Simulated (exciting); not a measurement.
# TaAgO3: the O K edge from the Bethe–Salpeter equation, part 2 of 3

Aim: the O K absorption edge of TaAgO3 with the electron–hole interaction treated explicitly, and what each term of the kernel does.

exciting sodium; X-ray absorption, core-level Bethe-Salpeter equation, exchange and statically screened direct term, Tamm-Dancoff, all-electron LAPW+lo LDA.

So far. Step 3 (A richer basis for the empty states): Against the first ground state the total energy moves by -9 meV an atom and the gap by 0.00 eV.

## 4. Screening, kernels and BSE for O atom 5

The absorber has 2 Ta at 2.01 Å (bent, 162°, site symmetry 2).

input.xml

```
<input>
  <title>TaAgO3</title>
  <structure speciespath="." autormt="false" epslat="1.0e-5">
    <crystal>
      <basevect>5.2682318572 3.0416150810 8.7767291203</basevect>
      <basevect>-5.2682318572 3.0416150810 8.7767291203</basevect>
      <basevect>0.0000000000 -6.0832301618 8.7767291203</basevect>
    </crystal>
    <species speciesfile="Ta.xml" rmt="2.135">
      <atom coord="0.0000000000 0.0000000000 0.0000000000"/>
      <atom coord="0.5000000000 0.5000000000 0.5000000000"/>
    </species>
    <species speciesfile="Ag.xml" rmt="2.245">
      <atom coord="0.7500000000 0.7500000000 0.7500000000"/>
      <atom coord="0.2500000000 0.2500000000 0.2500000000"/>
    </species>
    <species speciesfile="O.xml" rmt="1.548">
      <atom coord="0.8065260000 0.2500000000 0.6934740000"/>
      <atom coord="0.2500000000 0.6934740000 0.8065260000"/>
      <atom coord="0.6934740000 0.8065260000 0.2500000000"/>
      <atom coord="0.7500000000 0.3065260000 0.1934740000"/>
      <atom coord="0.1934740000 0.7500000000 0.3065260000"/>
      <atom coord="0.3065260000 0.1934740000 0.7500000000"/>
    </species>
  </structure>
  <groundstate do="skip" xctype="LDA_PW" ngridk="3 3 3" rgkmax="6.5" gmaxvr="14" nempty="8" swidth="0.001" maxscl="100" epsengy="1e-5"/>
  <xs xstype="BSE" ngridk="2 2 2" ngridq="2 2 2" vkloff="0.097 0.273 0.493" rgkmax="6.5" nempty="56" gqmax="3" lmaxapwwf="5" lmaxemat="2" broad="0.01654" tevout="true">
    <energywindow intv="18.031 19.648" points="439"/>
    <screening screentype="full" nempty="86"/>
    <BSE xas="true" xasspecies="3" xasatom="1" xasedge="K" bsetype="singlet" nstlxas="1 52"/>
    <qpointset>
      <qpoint>0 0 0</qpoint>
    </qpointset>
    <plan>
      <doonly task="xsgeneigvec"/>
      <doonly task="writepmatxs"/>
      <doonly task="scrgeneigvec"/>
      <doonly task="scrwritepmat"/>
      <doonly task="screen"/>
      <doonly task="scrcoulint"/>
      <doonly task="exccoulint"/>
    </plan>
  </xs>
</input>
```

input.xml for the last start (plan only)

```
  <plan>
    <doonly task="bse"/>
  </plan>
```

The run is started by

```console
OMP_NUM_THREADS=1 mpirun -n 4 exciting
OMP_NUM_THREADS=4 exciting
```

Numbers of over 12 decimals in the logs are rounded to 6 here.

Output:

```text
| EXCITING SODIUM started for task xsgeneigvec ( 301)                          =
One-shot GS runs for BSE calculations
One-shot GS runs for k+qmt/2 grids
Info(xsgeneigvec): Generating eigenvectors for Q-point      1
Info(xsgeneigvec): Generation of eigenvectors finished
| EXCITING SODIUM started for task writepmatxs ( 320)                          =
Info(writepmatxs): Momentum matrix elements finished
| EXCITING SODIUM started for task scrgeneigvec ( 401)                         =
One-shot GS runs for BSE calculations
One-shot GS runs for k+qmt/2 grids
Info(xsgeneigvec): Generating eigenvectors for Q-point      1
Using screening GS parameters.
Info(xsgeneigvec): Generation of eigenvectors finished
| EXCITING SODIUM started for task scrwritepmat ( 420)                         =
Info(writepmatxs): Momentum matrix elements finished
Info(scrwritepmat): Momentum matrix elements for screening finished
| EXCITING SODIUM started for task screen ( 430)                               =
Info(screenlauncher): Calculating screening for unshifted q-grid.
Info(screenlauncher): Number of q points:       4
Info(screenlauncher): lowest (partially)  unoccupied state:     65
Info(screenlauncher): highest (partially) occupied state  :     64
Info(screenlauncher): number of occupied states considered:   64
Info(screenlauncher): number of unoccupied states considered:   87
Info(screenlauncher): Starting loop over q-points
Info(screenlauncher): Screening for unshifted q-grid finished
Info(screenlauncher): Screening finished
| EXCITING SODIUM started for task scrcoulint ( 440)                           =
Info(scrcoulintlauncher): Setting up screened Coulomb interaction matrix W.
Info(scrcoulintlauncher): Using momentum transfer vectors from list :   1 to  1
Info(scrcoulintlauncher): Calculating screened Coulomb interaction matrix W
Info(scrcoulintlauncher): Momentum transfer list index: iqmt=  1
Info(scrcoulintlauncher): Momentum transfer: vqmtl=   0.000   0.000   0.000
Info(scrcoulintlauncher): Calculating RR block of W
Info(scrcoulint): Inspecting occupations...
Info(setranges_modxs): Number of non-reduced k-points:        8
Info(setranges_modxs): Number of states considered:      121
Info(setranges_modxs): Number of (partially) occupied states:        2
Info(setranges_modxs): Highest (partially) occupied states:       64
Info(setranges_modxs): Number of (partially) unoccupied states:       57
Info(setranges_modxs): Lowest (partially) unoccupied states:       65
Info(scrcoulint): Selecting transitions...
Info(select_transitions): Inspecting transitions in the  band interval:
  lowest occupied state:   1
  highest occupied state:   2
  lowest unoccupied state:  65
  highest unoccupied state: 116
  Opening gap with a scissor of:      0.000/H      0.000/eV
Info(select_transitions): Number of participating transitions:     832
Info(scrcoulint): Size of file SCCLI will be about     0.005802 GB
Info(scrcoulint): Using q-grid
Info(scrcoulint): Number of reduced q-points:      4
Info(scrcoulint): Number of non-reduced q-points:      8
Info(scrcoulint): Calculating W(G1,G2,qr) fourier coefficients
Info(scrcoulint): Calculating W matrix elements
Info(scrcoulintlauncher): Screened coulomb interaction finished for iqmt=   1
| EXCITING SODIUM started for task exccoulint ( 441)                           =
Info(exccoulintlauncher): Setting up exchange interaction matrix V.
Info(exccoulintlauncher): Using momentum transfer vectors from list :   1 to  1
Info(exccoulintlauncher):Calculating exchange interaction matrix V
Info(exccoulintlauncher): Momentum transfer list index: iqmt=  1
Info(exccoulintlauncher): Momentum transfer: vqmtl=   0.000   0.000   0.000
Info(exccoulintlauncher): Calculating RR block of V
Info(exccoulint): Inspecting occupations...
Info(setranges_modxs): Number of non-reduced k-points:        8
Info(setranges_modxs): Number of states considered:      121
Info(setranges_modxs): Number of (partially) occupied states:        2
Info(setranges_modxs): Highest (partially) occupied states:       64
Info(setranges_modxs): Number of (partially) unoccupied states:       57
Info(setranges_modxs): Lowest (partially) unoccupied states:       65
Info(exccoulint): Selecting transitions...
Info(select_transitions): Inspecting transitions in the  band interval:
  lowest occupied state:   1
  highest occupied state:   2
  lowest unoccupied state:  65
  highest unoccupied state: 116
  Opening gap with a scissor of:      0.000/H      0.000/eV
Info(select_transitions): Number of participating transitions:     832
Info(exccoulint): Size of file EXCLI will be about     0.005802 GB
Info(exccoulint): Generating plane wave matrix elements for momentum transfer iqmt=   1
  Timing (in seconds)	   :     153.256
Info(exccoulint): Generating V matrix elements
Info(exccoulint): Zeroing Coulomb potential at G+qmt index:  1
Info(exccoulintlauncher): Exchange interaction finished for iqmt=   1
| EXCITING SODIUM started for task bse ( 445)                                  =
Info(bselauncher): Init time:    1.702937
Info(bselauncher): Setting up and diagonalizing BSE Hamiltonian.
Info(bselauncher): Using momentum transfer vectors from list :   1 to  1
Info(bselauncher): Distributing qmt-points over   1 processes.
Info(bselauncher): BSE type: singlet
Info(bselauncher): Momentum transfer list index: iqmt=  1
Info(bselauncher): Momentum transfer: vqmtl=   0.000   0.000   0.000
Info(bse): Inspecting occupations...
Info(setranges_modxs): Number of non-reduced k-points:        8
Info(setranges_modxs): Number of states considered:      121
Info(setranges_modxs): Number of (partially) occupied states:        2
Info(setranges_modxs): Highest (partially) occupied states:       64
Info(setranges_modxs): Number of (partially) unoccupied states:       57
Info(setranges_modxs): Lowest (partially) unoccupied states:       65
Info(select_transitions): Inspecting transitions in the  band interval:
  lowest occupied state:   1
  highest occupied state:   2
  lowest unoccupied state:  65
  highest unoccupied state: 116
  Opening gap with a scissor of:      0.000/H      0.000/eV
Info(select_transitions): Number of participating transitions:     832
Info(bse): Selecting transitions...
Info(bse):bsegap (eV):   502.839771
Info(bse): Assembling BSE matrix
  RR/RA blocks of global BSE-Hamiltonian:
  Size of the Hamiltonian:     832
  Number of k-points:       8
  Distributing matrix to   1 processes
  Local matrix shape    832 x   832
Info(bse): max local RAM needed for BSE matrices ~     0.010315 GB
Info(setup_bse_block): Setting up RR part of hamiltonian
Info(setup_bse_block): Singlet spin state
Info(bse): Diagonalizing RR Hamiltonian (TDA)
Info(bse): Invoking Lapack routine ZHEEVR
       832 eigen solutions found in the interval:
         i1=       1 i2=     832
Info(bse): Writing excition energies and oscillator strengths to text file.
Info(makespectrum_dist): Making spectrum using formula for coupling with time reversed AR basis.
Info(makespectrum_dist): Using formalism for vanishing momentum transfer.
Info(writederived): Writing quantities derived from the macroscopic dielectric function.
Info(bselauncher): Spectrum finished for iqmt=  1
Info(bselauncher): All done for BSE type singlet
```

Run time: 5.9 min. Hardware: 4 MPI ranks of Arm Neoverse V1, shared host.

Wall time by task: xsgeneigvec 19 s, writepmatxs 9.3 s, scrgeneigvec 14 s, scrwritepmat 9.2 s, screen 80 s, scrcoulint 54 s, exccoulint 2.8 min, bse 2.2 s.

The O K spectrum of O atom 5 (energy from the Kohn–Sham onset, core level to the lowest empty state found on the meshes used, 502.65 eV; the ground-state mesh sets it, and the shifted mesh has its lowest transition 0.19 eV above it; Im ε scaled to the maximum of the singlet run; cut below the end of the band set):

| E (eV) | isotropic | ε ⊥ c | ε ∥ c |
| --- | --- | --- | --- |
| -4.0 | 0.02 | 0.02 | 0.02 |
| -3.5 | 0.03 | 0.03 | 0.03 |
| -3.0 | 0.03 | 0.04 | 0.03 |
| -2.5 | 0.05 | 0.05 | 0.04 |
| -2.0 | 0.06 | 0.06 | 0.06 |
| -1.5 | 0.10 | 0.10 | 0.09 |
| -1.0 | 0.17 | 0.17 | 0.17 |
| -0.5 | 0.36 | 0.37 | 0.35 |
| 0.0 | 0.71 | 0.72 | 0.70 |
| 0.5 | 0.96 | 0.96 | 0.95 |
| 1.0 | 0.94 | 0.93 | 0.98 |
| 1.5 | 0.63 | 0.63 | 0.63 |
| 2.0 | 0.46 | 0.48 | 0.43 |
| 2.5 | 0.40 | 0.41 | 0.39 |
| 3.0 | 0.29 | 0.30 | 0.28 |
| 3.5 | 0.24 | 0.25 | 0.21 |
| 4.0 | 0.33 | 0.35 | 0.28 |
| 4.5 | 0.49 | 0.50 | 0.48 |
| 5.0 | 0.60 | 0.58 | 0.64 |
| 5.5 | 0.60 | 0.57 | 0.66 |
| 6.0 | 0.60 | 0.61 | 0.57 |
| 6.5 | 0.70 | 0.72 | 0.66 |
| 7.0 | 0.62 | 0.63 | 0.61 |
| 7.5 | 0.50 | 0.50 | 0.50 |
| 8.0 | 0.46 | 0.45 | 0.48 |
| 8.5 | 0.37 | 0.37 | 0.38 |
| 9.0 | 0.28 | 0.29 | 0.28 |
| 9.5 | 0.21 | 0.21 | 0.20 |
| 10.0 | 0.30 | 0.31 | 0.29 |
| 10.5 | 0.47 | 0.48 | 0.44 |
| 11.0 | 0.35 | 0.36 | 0.35 |
| 11.5 | 0.31 | 0.31 | 0.32 |
| 12.0 | 0.29 | 0.28 | 0.30 |
| 12.5 | 0.27 | 0.28 | 0.26 |
| 13.0 | 0.24 | 0.26 | 0.21 |
| 13.5 | 0.18 | 0.18 | 0.16 |
| 14.0 | 0.15 | 0.15 | 0.15 |
| 14.5 | 0.17 | 0.17 | 0.16 |
| 15.0 | 0.19 | 0.20 | 0.16 |
| 15.5 | 0.19 | 0.20 | 0.18 |
| 16.0 | 0.20 | 0.20 | 0.19 |
| 16.5 | 0.17 | 0.18 | 0.17 |
| 17.0 | 0.18 | 0.17 | 0.19 |
| 17.5 | 0.18 | 0.18 | 0.20 |
| 18.0 | 0.20 | 0.21 | 0.20 |
| 18.5 | 0.20 | 0.19 | 0.22 |
| 19.0 | 0.22 | 0.18 | 0.28 |
| 19.5 | 0.24 | 0.19 | 0.35 |
| 20.0 | 0.24 | 0.19 | 0.33 |
| 20.5 | 0.19 | 0.17 | 0.23 |
| 21.0 | 0.16 | 0.16 | 0.16 |
| 21.5 | 0.14 | 0.14 | 0.14 |
| 22.0 | 0.15 | 0.15 | 0.15 |
| 22.5 | 0.15 | 0.15 | 0.14 |

Maxima (height): 0.7 eV (1.00), 5.2 eV (0.62), 6.5 eV (0.70), 10.5 eV (0.47), 16.0 eV (0.20) and 19.6 eV (0.24).

The Hamiltonian has 832 rows. The lowest groups of eigenvalues and the brightest ones, on the scale above (the program counts from the shifted mesh's onset, 0.19 eV higher). Core spinors bring spin-forbidden partners, so dark means forbidden by spin or by symmetry, and the shifted mesh splits states that symmetry would keep together:

| energy (eV) | states within 10 meV | relative strength |
| --- | --- | --- |
| -0.510 | 2 | 0.23 |
| -0.200 | 2 | 0.028 |
| -0.087 | 2 | 0.31 |
| 0.052 | 1 | dark |
| 0.070 | 1 | 0.90 |
| 0.109 | 2 | 0.0023 |
| 0.488 | 1 | 0.94 |
| 0.747 | 2 | 0.49 |
| 0.988 | 2 | 0.48 |
| 5.261 | 1 | 0.53 |
| 6.347 | 2 | 0.43 |
| 10.384 | 1 | 1.00 |

## 5. Independent particles

input.xml, as its differences from that of step 4:

```diff
@@ -29,3 +29,3 @@
     <screening screentype="full" nempty="86"/>
-    <BSE xas="true" xasspecies="3" xasatom="1" xasedge="K" bsetype="singlet" nstlxas="1 52"/>
+    <BSE xas="true" xasspecies="3" xasatom="1" xasedge="K" bsetype="IP" nstlxas="1 52"/>
     <qpointset>
@@ -34,9 +34,3 @@
     <plan>
-      <doonly task="xsgeneigvec"/>
-      <doonly task="writepmatxs"/>
-      <doonly task="scrgeneigvec"/>
-      <doonly task="scrwritepmat"/>
-      <doonly task="screen"/>
-      <doonly task="scrcoulint"/>
-      <doonly task="exccoulint"/>
+      <doonly task="bse"/>
     </plan>
```

The run is started by

```console
OMP_NUM_THREADS=4 exciting
```

Output:

```text
| EXCITING SODIUM started for task bse ( 445)                                  =
Info(bselauncher): Init time:    1.698826
Info(bselauncher): Setting up and diagonalizing BSE Hamiltonian.
Info(bselauncher): Using momentum transfer vectors from list :   1 to  1
Info(bselauncher): Distributing qmt-points over   1 processes.
Info(bselauncher): BSE type: IP
Info(bselauncher): Momentum transfer list index: iqmt=  1
Info(bselauncher): Momentum transfer: vqmtl=   0.000   0.000   0.000
Info(bse): Inspecting occupations...
Info(setranges_modxs): Number of non-reduced k-points:        8
[...]
highest unoccupied state: 116
  Opening gap with a scissor of:      0.000/H      0.000/eV
Info(select_transitions): Number of participating transitions:     832
Info(bse): Selecting transitions...
Info(bse):bsegap (eV):   502.839771
Info(bse): IP requested, nothing much to do
Info(bse): Writing excition energies and oscillator strengths to text file.
Info(makespectrum_dist): Making spectrum using formula for coupling with time reversed AR basis.
Info(makespectrum_dist): Using formalism for vanishing momentum transfer.
Info(writederived): Writing quantities derived from the macroscopic dielectric function.
Info(bselauncher): Spectrum finished for iqmt=  1
Info(bselauncher): All done for BSE type IP
```

Elapsed: 3 s, on 4 threads.

Maxima (height): 2.3 eV (0.69), 3.2 eV (0.65), 8.8 eV (0.62), 11.9 eV (0.60) and 20.7 eV (0.33); 1 lower ones aren't listed. Against the singlet run the r.m.s. difference is 64 %. Moving the earlier curve by +1.8 eV leaves 28 %. The highest maximum lies at 2.3 eV (0.69), against 0.7 eV (1.00).

## 6. Exchange alone

input.xml, as its differences from that of step 5:

```diff
@@ -29,3 +29,3 @@
     <screening screentype="full" nempty="86"/>
-    <BSE xas="true" xasspecies="3" xasatom="1" xasedge="K" bsetype="IP" nstlxas="1 52"/>
+    <BSE xas="true" xasspecies="3" xasatom="1" xasedge="K" bsetype="RPA" nstlxas="1 52"/>
     <qpointset>
```

The run is started by

```console
OMP_NUM_THREADS=4 exciting
```

Output:

```text
| EXCITING SODIUM started for task bse ( 445)                                  =
Info(bselauncher): Init time:    1.713502
Info(bselauncher): Setting up and diagonalizing BSE Hamiltonian.
Info(bselauncher): Using momentum transfer vectors from list :   1 to  1
Info(bselauncher): Distributing qmt-points over   1 processes.
Info(bselauncher): BSE type: RPA
Info(bselauncher): Momentum transfer list index: iqmt=  1
Info(bselauncher): Momentum transfer: vqmtl=   0.000   0.000   0.000
Info(bse): Inspecting occupations...
Info(setranges_modxs): Number of non-reduced k-points:        8
[...]
Info(setup_bse_block): Setting up RR part of hamiltonian
Info(setup_bse_block): Using RPA approximation
Info(bse): Diagonalizing RR Hamiltonian (TDA)
Info(bse): Invoking Lapack routine ZHEEVR
       832 eigen solutions found in the interval:
         i1=       1 i2=     832
Info(bse): Writing excition energies and oscillator strengths to text file.
Info(makespectrum_dist): Making spectrum using formula for coupling with time reversed AR basis.
Info(makespectrum_dist): Using formalism for vanishing momentum transfer.
Info(writederived): Writing quantities derived from the macroscopic dielectric function.
Info(bselauncher): Spectrum finished for iqmt=  1
Info(bselauncher): All done for BSE type RPA
```

Elapsed: 3 s, on 4 threads.

Maxima (height): 2.4 eV (0.66), 3.2 eV (0.66), 8.8 eV (0.61), 11.9 eV (0.60) and 20.7 eV (0.33); 1 lower ones aren't listed. The spectrum differs from the independent-particle run by 3 % r.m.s.

## 7. Local-field cutoff

Changed against the first singlet run: cutoff of the kernels (bohr⁻¹) from 3 to 1.5.

input.xml, as its differences from that of step 6:

```diff
@@ -26,6 +26,6 @@
   <groundstate do="skip" xctype="LDA_PW" ngridk="3 3 3" rgkmax="6.5" gmaxvr="14" nempty="8" swidth="0.001" maxscl="100" epsengy="1e-5"/>
-  <xs xstype="BSE" ngridk="2 2 2" ngridq="2 2 2" vkloff="0.097 0.273 0.493" rgkmax="6.5" nempty="56" gqmax="3" lmaxapwwf="5" lmaxemat="2" broad="0.01654" tevout="true">
+  <xs xstype="BSE" ngridk="2 2 2" ngridq="2 2 2" vkloff="0.097 0.273 0.493" rgkmax="6.5" nempty="56" gqmax="1.5" lmaxapwwf="5" lmaxemat="2" broad="0.01654" tevout="true">
     <energywindow intv="18.031 19.648" points="439"/>
     <screening screentype="full" nempty="86"/>
-    <BSE xas="true" xasspecies="3" xasatom="1" xasedge="K" bsetype="RPA" nstlxas="1 52"/>
+    <BSE xas="true" xasspecies="3" xasatom="1" xasedge="K" bsetype="singlet" nstlxas="1 52"/>
     <qpointset>
@@ -34,3 +34,6 @@
     <plan>
-      <doonly task="bse"/>
+      <doonly task="xsgeneigvec"/>
+      <doonly task="screen"/>
+      <doonly task="scrcoulint"/>
+      <doonly task="exccoulint"/>
     </plan>
```

input.xml for the last start (plan only)

```
  <plan>
    <doonly task="bse"/>
  </plan>
```

The run is started by

```console
OMP_NUM_THREADS=1 mpirun -n 4 exciting
OMP_NUM_THREADS=4 exciting
```

Output:

```text
| EXCITING SODIUM started for task xsgeneigvec ( 301)                          =
One-shot GS runs for BSE calculations
One-shot GS runs for k+qmt/2 grids
Info(xsgeneigvec): Generating eigenvectors for Q-point      1
Info(xsgeneigvec): Generation of eigenvectors finished
| EXCITING SODIUM started for task screen ( 430)                               =
Info(screenlauncher): Calculating screening for unshifted q-grid.
Info(screenlauncher): Number of q points:       4
Info(screenlauncher): lowest (partially)  unoccupied state:     65
[...]
Info(setup_bse_block): Setting up RR part of hamiltonian
Info(setup_bse_block): Singlet spin state
Info(bse): Diagonalizing RR Hamiltonian (TDA)
Info(bse): Invoking Lapack routine ZHEEVR
       832 eigen solutions found in the interval:
         i1=       1 i2=     832
Info(bse): Writing excition energies and oscillator strengths to text file.
Info(makespectrum_dist): Making spectrum using formula for coupling with time reversed AR basis.
Info(makespectrum_dist): Using formalism for vanishing momentum transfer.
Info(writederived): Writing quantities derived from the macroscopic dielectric function.
Info(bselauncher): Spectrum finished for iqmt=  1
Info(bselauncher): All done for BSE type singlet
```

Run time: 2.2 min. Hardware: 4 MPI ranks.

Wall time by task: xsgeneigvec 17 s, screen 52 s, scrcoulint 31 s, exccoulint 28 s, bse 2.2 s.

These settings are cheaper. The spectrum differs from the singlet run by 10 % r.m.s. The highest maximum lies at 0.9 eV (0.93), against 0.7 eV (1.00). The kernels miss the short-range part of the Coulomb interaction, its components above their cutoff.

| E (eV) | first run | this run |
| --- | --- | --- |
| -4.0 | 0.02 | 0.02 |
| -3.0 | 0.03 | 0.03 |
| -2.0 | 0.06 | 0.06 |
| -1.0 | 0.17 | 0.14 |
| 0.0 | 0.71 | 0.58 |
| 1.0 | 0.94 | 0.91 |
| 2.0 | 0.46 | 0.48 |
| 3.0 | 0.29 | 0.30 |
| 4.0 | 0.33 | 0.29 |
| 5.0 | 0.60 | 0.53 |
| 6.0 | 0.60 | 0.57 |
| 7.0 | 0.62 | 0.68 |
| 8.0 | 0.46 | 0.51 |
| 9.0 | 0.28 | 0.32 |
| 10.0 | 0.30 | 0.30 |
| 11.0 | 0.35 | 0.42 |
| 12.0 | 0.29 | 0.32 |
| 13.0 | 0.24 | 0.26 |
| 14.0 | 0.15 | 0.16 |
| 15.0 | 0.19 | 0.19 |
| 16.0 | 0.20 | 0.21 |
| 17.0 | 0.18 | 0.18 |
| 18.0 | 0.20 | 0.21 |
| 19.0 | 0.22 | 0.22 |
| 20.0 | 0.24 | 0.25 |
| 21.0 | 0.16 | 0.17 |
| 22.0 | 0.15 | 0.15 |

[end of part 2 of 3]

[Banner, clock and machine lines of the logs are left out without a mark of their own.]

[Logs are printed without paths, hosts, clocks, repeated set-up lines and the standing remarks that a program may print on its own settings, such as how far it seeks lower states.]

[Hosts, paths, dates, database ids (printed as entryN), source tags and the programs' standing remarks are cut or masked in the printed files.]
